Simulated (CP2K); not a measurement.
Consider chlorine at its PBE geometry (Å).

```xyz
2

Cl    1.0009    0.0000    0.0000
Cl   -1.0009    0.0000    0.0000
```

Method: CP2K XAS_TDP, all-electron GAPW, PBEh(45%), aug-pc-2, TDA, GW2X-corrected core level, ZORA, spin–orbit coupling.

Where do the Cl L₂,₃-edge lines lie, and how strong are they?

Leading lines: Cl1 198.98 eV. The leading line of an atom is its first one with 35 % of the strongest within 2.5 eV of its lowest line over the strength cut. Core ionisation energies at this level: Cl1 207.49/207.68/209.06 eV; the 2p½ level lies 1.48 eV above the 2p3/2 pair.

The first six lines of each atom with a strength over 0.0003:

```csv
atom,energy (eV),states,"strength, one atom",above the computed threshold
"Cl1 (bonded to Cl), 2 alike",198.98,2,0.0050,
,200.47,2,0.0042,
,206.03,2,0.0005,
,206.10,2,0.0012,
,206.16,1,0.0062,
,207.01,4,0.0006,
```

Lines are vertical, at one geometry, with no vibrational structure. GW2X ionisation energies and lines can be off by 1 to 2 eV either way, and a good line position may hide errors that cancel. Rydberg lines, and the discretised continuum above threshold, depend on the basis and the box.

[Banner, clock and machine lines of the logs are left out without a mark of their own.]

[Logs are printed without paths, hosts, clocks, repeated set-up lines and the standing remarks that a program may print on its own settings, such as how far it seeks lower states.]

[Hosts, paths, dates, database ids (printed as entryN), source tags and the programs' standing remarks are cut or masked in the printed files.]
